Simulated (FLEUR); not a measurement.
# KNi2S2: parallel and opposed starts, part 2 of 3

A self-consistent run ends on one state, which hangs on the start. Several orders of KNi2S2 are started in FLEUR and their energies compared.

FLEUR MaX-R8.1; LDA (VWN); all-electron FLAPW, Dirac cores, scalar-relativistic bands. The settings are cheaper than careful work needs.

So far. Step 2 (Run 1 (ferro ++)): After 29 cycles the largest moment stands at 0.870 μB.

**3. Run 2 (antiferro +-)**

Reversing part of the moments tests the sign of the couplings between them.

File inp.xml:

```
<?xml version="1.0" encoding="UTF-8" standalone="no"?>
<fleurInput fleurInputVersion="0.39">
   <comment>
      KNi2S2
   </comment>
   <calculationSetup>
      <cutoffs Kmax="4.36" Gmax="13.1" GmaxXC="13.1" numbands="0"/>
      <scfLoop itmax="90" minDistance="0.00002" maxIterBroyd="15" imix="Anderson" alpha="0.02" precondParam="0.0" spinf="2.0" sdNocoIR="T"/>
      <coreElectrons ctail="T" frcor="F" kcrel="0" coretail_lmax="0"/>
      <xcFunctional name="vwn" relativisticCorrections="F"/>
      <magnetism jspins="2"/>
      <soc l_soc="F" theta="0.0" phi="0.0" spav="F"/>
      <expertModes spex="0" secvar="F"/>
      <geometryOptimization l_f="F" forcealpha="1.0" forcemix="BFGS" epsdisp="0.00001" epsforce="0.00001"/>
      <ldaU l_linMix="F" mixParam="0.05" spinf="1.0"/>
   </calculationSetup>
   <cell>
      <bzIntegration valenceElectrons="57.0" mode="hist" fermiSmearingEnergy="0.00073499">
         <kPointListSelection listName="default-1"/>
         <xi:include xmlns:xi="http://www.w3.org/2001/XInclude" href="kpts.xml"> </xi:include>
      </bzIntegration>
      <xi:include xmlns:xi="http://www.w3.org/2001/XInclude" href="sym.xml"> </xi:include>
      <bulkLattice scale="1.0">
         <bravaisMatrix>
            <row-1>   -3.5819758691792996     3.5819758691792996    12.1216482262467000</row-1>
            <row-2>    3.5819758691792996    -3.5819758691792996    12.1216482262467000</row-2>
            <row-3>    3.5819758691792996     3.5819758691792996   -12.1216482262467000</row-3>
         </bravaisMatrix>
      </bulkLattice>
   </cell>
   <atomSpecies>
      <species name="Potassium (K)" element="K" atomicNumber="19">
         <mtSphere radius="2.8" gridPoints="925" logIncrement="0.013"/>
         <atomicCutoffs lmax="10" lnonsphr="8"/>
         <electronConfig flipSpins="F">
            <coreConfig>(1s1/2) (2s1/2) (2p1/2) (2p3/2)</coreConfig>
            <valenceConfig>(3s1/2) (3p1/2) (3p3/2) (4s1/2)</valenceConfig>
            <stateOccupation state="(4s1/2)" spinUp="0.500000" spinDown="0.500000"/>
         </electronConfig>
         <energyParameters s="4" p="4" d="3" f="4"/>
         <lo type="SCLO" l="0" n="3" eDeriv="0"/>
         <lo type="SCLO" l="1" n="3" eDeriv="0"/>
      </species>
      <species name="Nickel (Ni2.001" element="Ni" atomicNumber="28">
         <mtSphere radius="2.47" gridPoints="817" logIncrement="0.015"/>
         <atomicCutoffs lmax="10" lnonsphr="8"/>
         <electronConfig flipSpins="F">
            <coreConfig>(1s1/2) (2s1/2) (2p1/2) (2p3/2)</coreConfig>
            <valenceConfig>(3s1/2) (3p1/2) (3p3/2) (4s1/2) (3d3/2) (3d5/2)</valenceConfig>
            <stateOccupation state="(3d3/2)" spinUp="2.0" spinDown="1.2"/>
            <stateOccupation state="(3d5/2)" spinUp="3.0" spinDown="1.8"/>
         </electronConfig>
         <energyParameters s="4" p="4" d="3" f="4"/>
         <lo type="SCLO" l="0" n="3" eDeriv="0"/>
         <lo type="SCLO" l="1" n="3" eDeriv="0"/>
      </species>
      <species name="Nickel (Ni-2.001" element="Ni" atomicNumber="28">
         <mtSphere radius="2.47" gridPoints="817" logIncrement="0.015"/>
         <atomicCutoffs lmax="10" lnonsphr="8"/>
         <electronConfig flipSpins="F">
            <coreConfig>(1s1/2) (2s1/2) (2p1/2) (2p3/2)</coreConfig>
            <valenceConfig>(3s1/2) (3p1/2) (3p3/2) (4s1/2) (3d3/2) (3d5/2)</valenceConfig>
            <stateOccupation state="(3d3/2)" spinUp="1.2" spinDown="2.0"/>
            <stateOccupation state="(3d5/2)" spinUp="1.8" spinDown="3.0"/>
         </electronConfig>
         <energyParameters s="4" p="4" d="3" f="4"/>
         <lo type="SCLO" l="0" n="3" eDeriv="0"/>
         <lo type="SCLO" l="1" n="3" eDeriv="0"/>
      </species>
      <species name="Sulfur (S)" element="S" atomicNumber="16">
         <mtSphere radius="1.72" gridPoints="569" logIncrement="0.02"/>
         <atomicCutoffs lmax="6" lnonsphr="4"/>
         <electronConfig flipSpins="F">
            <coreConfig>(1s1/2) (2s1/2) (2p1/2) (2p3/2)</coreConfig>
            <valenceConfig>(3s1/2) (3p1/2) (3p3/2)</valenceConfig>
            <stateOccupation state="(3p1/2)" spinUp="0.666667" spinDown="0.666667"/>
            <stateOccupation state="(3p3/2)" spinUp="1.333333" spinDown="1.333333"/>
         </electronConfig>
         <energyParameters s="3" p="3" d="3" f="4"/>
      </species>
   </atomSpecies>
   <atomGroups>
      <atomGroup species="Potassium (K)">
         <relPos label="                   1">.0000000000 .0000000000 .0000000000</relPos>
         <force calculate="T" relaxXYZ="TTT"/>
      </atomGroup>
      <atomGroup species="Nickel (Ni2.001">
         <relPos label="                   2">-1.000/4.000 1.000/4.000 1.000/2.000</relPos>
         <force calculate="T" relaxXYZ="TTT"/>
      </atomGroup>
      <atomGroup species="Nickel (Ni-2.001">
         <relPos label="                   3">1.000/4.000 -1.000/4.000 1.000/2.000</relPos>
         <force calculate="T" relaxXYZ="TTT"/>
      </atomGroup>
      <atomGroup species="Sulfur (S)">
         <relPos label="                   4">9.000/25.000 9.000/25.000 .0000000000</relPos>
         <relPos label="                   5">-9.000/25.000 -9.000/25.000 .0000000000</relPos>
         <force calculate="T" relaxXYZ="TTT"/>
      </atomGroup>
   </atomGroups>
   <output dos="F" band="F" slice="F">
      <bandDOS minEnergy="-.5*Htr" maxEnergy="0.5*Htr" sigma="0.015" storeEVData="T"/>
      <plotting iplot="0" polar="F">
         <plot TwoD="T" vec1="  1.0  0.0  0.0" vec2="  0.0  1.0  0.0" vec3="  0.0  0.0  1.0" zero="  0.0  0.0  0.0" file="plot"/>
      </plotting>
      <moessbauerParams electricFieldGradient="F" isomerShift="F" coreHyperfine="F" valenceHyperfine="F"/>
   </output>
</fleurInput>
```

File crystal.txt:

```
KNi2S2
&input film=F cartesian=F /
-1.89550000000  1.89550000000  6.41450000000
1.89550000000  -1.89550000000  6.41450000000
1.89550000000  1.89550000000  -6.41450000000
1.8897261246
1.0 1.0 1.0

5
19 0.00000000000  0.00000000000  0.00000000000
28 0.75000000000  0.25000000000  0.50000000000 : 2.001
28 0.25000000000  0.75000000000  0.50000000000 : -2.001
16 0.36000000000  0.36000000000  0.00000000000
16 0.64000000000  0.64000000000  0.00000000000

&kpt div1=4 div2=4 div3=4 gamma=T /
```

The run is started by

```bash
> OMP_NUM_THREADS=1 inpgen -f crystal.txt > inpgen.log  # inp.xml is then edited as shown
> OMP_NUM_THREADS=1 mpirun -n 2 fleur_MPI > fleur.log
```

Log:

```text
[banner, memory and clock lines left out]
Welcome to FLEUR        (www.flapw.de)
      MaX-Release 8.1          (www.max-centre.eu)

 ========== k-point set info ==========
 Selected k-point list: default-1
 k-point list type: mesh
 0 x 0 x 0
 Number of k points: 14

 ------------Calculation Setup---------------------------
 Number of PE/node        :            2
 Number of OMP-threads    :            1
 k-points in parallel     :            2
 pe's per k-point         :            1
 No of k-point loops      :            7
 Eigenvalue solver        :       lapack
 Number of basis functions:          910
 Approximate size of matrices (H+S) per k-point:         0.025 GB
 Iteration:     1   Distance:      28.60702948 me/bohr^3
 Iteration:     2   Distance:      27.04533642 me/bohr^3
 Iteration:     3   Distance:      15.95092727 me/bohr^3
 Iteration:     4   Distance:      16.04358543 me/bohr^3
 Iteration:     5   Distance:       7.03065519 me/bohr^3
 Iteration:     6   Distance:       6.38022873 me/bohr^3
 Iteration:     7   Distance:       7.35909162 me/bohr^3
 Iteration:     8   Distance:       4.02244550 me/bohr^3
 Iteration:     9   Distance:       3.88796870 me/bohr^3
 Iteration:    10   Distance:       4.71767137 me/bohr^3
[... 35 iterations left out ...]
 Iteration:    46   Distance:       0.00012586 me/bohr^3
 Iteration:    47   Distance:       0.00006284 me/bohr^3
 Iteration:    48   Distance:       0.00006536 me/bohr^3
 Iteration:    49   Distance:       0.00006333 me/bohr^3
 Iteration:    50   Distance:       0.00006133 me/bohr^3
 Iteration:    51   Distance:       0.00004853 me/bohr^3
 Iteration:    52   Distance:       0.00004520 me/bohr^3
 Iteration:    53   Distance:       0.00003529 me/bohr^3
 Iteration:    54   Distance:       0.00003291 me/bohr^3
 Iteration:    55   Distance:       0.00001685 me/bohr^3

 ********************************************************************
 Run finished successfully
 Stop message:
   all done
 ********************************************************************

--- out.xml (last complete iteration) ---
<iteration numberForCurrentRun="   55" overallNumber="   55">
         [... left out ...]
         <bandgap value="0.0000007872" units="eV"/>
         <sumValenceSingleParticleEnergies value="-40.5095661617" units="Htr"/>
         <FermiEnergy value="0.2120858018" units="Htr"/>
         <valenceDensity>
            <mtCharges spin="1">
               <mtCharge atomType="1" total="3.9995797" s="1.0154692" p="2.9279612" d="0.0487150" f="0.0060595"/>
               <mtCharge atomType="2" total="8.7464377" s="1.2138564" p="3.2468073" d="4.2586383" f="0.0199957"/>
               <mtCharge atomType="3" total="8.7464368" s="1.2138564" p="3.2468073" d="4.2586374" f="0.0199957"/>
               <mtCharge atomType="4" total="1.4278808" s="0.5401973" p="0.8674400" d="0.0189742" f="0.0011073"/>
            </mtCharges>
            <mtCharges spin="2">
               <mtCharge atomType="1" total="3.9995797" s="1.0154692" p="2.9279612" d="0.0487150" f="0.0060595"/>
               <mtCharge atomType="2" total="8.7464355" s="1.2138564" p="3.2468073" d="4.2586361" f="0.0199957"/>
               <mtCharge atomType="3" total="8.7464365" s="1.2138564" p="3.2468073" d="4.2586372" f="0.0199957"/>
               <mtCharge atomType="4" total="1.4278807" s="0.5401973" p="0.8674399" d="0.0189742" f="0.0011073"/>
            </mtCharges>
            <spinDependentCharge spin="1" total="28.5000015" interstitial="4.1517857" mtSpheres="24.3482158"/>
            <spinDependentCharge spin="2" total="28.4999985" interstitial="4.1517854" mtSpheres="24.3482131"/>
            <totalCharge value="57.0000000000"/>
         </valenceDensity>
         [... left out ...]
         <magneticMomentsInMTSpheres units="muBohr">
            <globalMagMoment atomType="1" vec="0.00000   0.00000   0.00000"/>
            <localMagMoment atomType="1" vec="0.00000   0.00000   0.00000"/>
            <globalMagMoment atomType="2" vec="0.00000   0.00000   0.00000"/>
            <localMagMoment atomType="2" vec="0.00000   0.00000   0.00000"/>
            <globalMagMoment atomType="3" vec="0.00000   0.00000   0.00000"/>
            <localMagMoment atomType="3" vec="0.00000   0.00000   0.00000"/>
            <globalMagMoment atomType="4" vec="0.00000   0.00000   0.00000"/>
            <localMagMoment atomType="4" vec="0.00000   0.00000   0.00000"/>
         </magneticMomentsInMTSpheres>
         [... left out ...]
         <totalEnergy value="    -4433.5543967814" units="Htr">
            <sumOfEigenvalues value="    -2536.2900784369">
               <coreElectrons value="-2495.7805122752"/>
               <valenceElectrons value="-40.5095661617"/>
            </sumOfEigenvalues>
            <densityCoulombPotentialIntegral value="-6754.0727711411"/>
            <densityEffectivePotentialIntegral value="-7022.6335348441"/>
            <chargeDenXCDenIntegral value="-202.9720801351"/>
            <FockExchangeEnergyValence value="0.0000000000"/>
            <FockExchangeEnergyCore value="0.0000000000"/>
         [... left out ...]
            <tkbTimesEntropy value="0.0003562193"/>
            <freeEnergy value="-4433.5547530008"/>
            <extrapolationTo0K value="-4433.5545748911"/>
         </totalEnergy>
         <densityConvergence units="me/bohr^3">
            <chargeDensity spin="1" distance="0.0000078667"/>
            <chargeDensity spin="2" distance="0.0000125296"/>
            <overallChargeDensity distance="0.0000168498"/>
            <spinDensity distance="0.0000124031"/>
         </densityConvergence>
      </iteration>
```

Run time: 10 min. Hardware: 2 MPI ranks of Arm Neoverse V2, shared host; peak memory 0.29 GiB; 20 min of CPU time.

The spin moment in the muffin-tin sphere vanishes on all atoms.

Read from the output:

```yaml
free_energy: -120643.1708 eV
program_s_band_gap_on_this_mesh_in_a_metal_only_a_level_spacing: 7.87e-7 eV
final_state: non-magnetic
```

It lies 35.0 meV a seeded atom over the first start.

**4. Run 3 (no spin polarisation)**

Without spin polarisation no moment can form, so the difference from the other runs is what forming moments gains.

inp.xml, as its differences from that of step 3:

```diff
@@ -10,3 +10,3 @@
       <xcFunctional name="vwn" relativisticCorrections="F"/>
-      <magnetism jspins="2"/>
+      <magnetism jspins="1"/>
       <soc l_soc="F" theta="0.0" phi="0.0" spav="F"/>
@@ -43,3 +43,3 @@
       </species>
-      <species name="Nickel (Ni2.001" element="Ni" atomicNumber="28">
+      <species name="Nickel (Ni)" element="Ni" atomicNumber="28">
          <mtSphere radius="2.47" gridPoints="817" logIncrement="0.015"/>
@@ -49,17 +49,4 @@
             <valenceConfig>(3s1/2) (3p1/2) (3p3/2) (4s1/2) (3d3/2) (3d5/2)</valenceConfig>
-            <stateOccupation state="(3d3/2)" spinUp="2.0" spinDown="1.2"/>
-            <stateOccupation state="(3d5/2)" spinUp="3.0" spinDown="1.8"/>
-         </electronConfig>
-         <energyParameters s="4" p="4" d="3" f="4"/>
-         <lo type="SCLO" l="0" n="3" eDeriv="0"/>
-         <lo type="SCLO" l="1" n="3" eDeriv="0"/>
-      </species>
-      <species name="Nickel (Ni-2.001" element="Ni" atomicNumber="28">
-         <mtSphere radius="2.47" gridPoints="817" logIncrement="0.015"/>
-         <atomicCutoffs lmax="10" lnonsphr="8"/>
-         <electronConfig flipSpins="F">
-            <coreConfig>(1s1/2) (2s1/2) (2p1/2) (2p3/2)</coreConfig>
-            <valenceConfig>(3s1/2) (3p1/2) (3p3/2) (4s1/2) (3d3/2) (3d5/2)</valenceConfig>
-            <stateOccupation state="(3d3/2)" spinUp="1.2" spinDown="2.0"/>
-            <stateOccupation state="(3d5/2)" spinUp="1.8" spinDown="3.0"/>
+            <stateOccupation state="(3d3/2)" spinUp="1.600000" spinDown="1.600000"/>
+            <stateOccupation state="(3d5/2)" spinUp="2.400000" spinDown="2.400000"/>
          </electronConfig>
@@ -86,7 +73,4 @@
       </atomGroup>
-      <atomGroup species="Nickel (Ni2.001">
+      <atomGroup species="Nickel (Ni)">
          <relPos label="                   2">-1.000/4.000 1.000/4.000 1.000/2.000</relPos>
-         <force calculate="T" relaxXYZ="TTT"/>
-      </atomGroup>
-      <atomGroup species="Nickel (Ni-2.001">
          <relPos label="                   3">1.000/4.000 -1.000/4.000 1.000/2.000</relPos>
```

crystal.txt, as its differences from that of step 3:

```diff
@@ -10,4 +10,4 @@
 19 0.00000000000  0.00000000000  0.00000000000
-28 0.75000000000  0.25000000000  0.50000000000 : 2.001
-28 0.25000000000  0.75000000000  0.50000000000 : -2.001
+28 0.75000000000  0.25000000000  0.50000000000
+28 0.25000000000  0.75000000000  0.50000000000
 16 0.36000000000  0.36000000000  0.00000000000
```

Log:

```text
[banner, memory and clock lines left out]
Welcome to FLEUR        (www.flapw.de)
      MaX-Release 8.1          (www.max-centre.eu)

 ========== k-point set info ==========
 Selected k-point list: default-1
 k-point list type: mesh
 0 x 0 x 0
 Number of k points: 14

 [... set-up left out ...]
 Iteration:     1   Distance:      19.55475478 me/bohr^3
 Iteration:     2   Distance:      16.57731136 me/bohr^3
 Iteration:     3   Distance:       6.81238858 me/bohr^3
 Iteration:     4   Distance:       6.51476627 me/bohr^3
 Iteration:     5   Distance:       2.30348071 me/bohr^3
[...]
<FermiEnergy value="0.2120838682" units="Htr"/>
         [... left out ...]
         <totalEnergy value="    -4433.5543987125" units="Htr">
            <sumOfEigenvalues value="    -2536.2900620115">
               <coreElectrons value="-2495.7805171877"/>
               <valenceElectrons value="-40.5095448238"/>
            </sumOfEigenvalues>
         [... left out ...]
            <freeEnergy value="-4433.5547527054"/>
            <extrapolationTo0K value="-4433.5545757090"/>
         </totalEnergy>
         <densityConvergence units="me/bohr^3">
            <chargeDensity spin="1" distance="0.0000148439"/>
         </densityConvergence>
      </iteration>
```

It took 55 s on 2 MPI ranks; peak memory 0.2 GiB.

This step gave:

| Property | Result |
| --- | --- |
| free energy | -120643.1708 eV |
| program's band gap on this mesh (in a metal only a level spacing) | 0.05570 eV |
| final state | non-magnetic (no spin polarisation) |

It lies 35.0 meV a seeded atom over the first start.

(Part 2 of 3 ends here.)

[Logs and program files are shortened in this print: banners, set-up blocks, solver, clock and traceback lines can be left out without a mark of their own.]

[Logs are printed without paths, hosts, clocks, repeated set-up lines and the standing remarks that a program may print on its own settings, such as how far it seeks lower states.]

[Hosts, paths, dates, database ids (printed as entryN), source tags and the programs' standing remarks are cut or masked in the printed files.]

[Where a cell is said to come from a database of computed structures, the database is the Materials Project.]
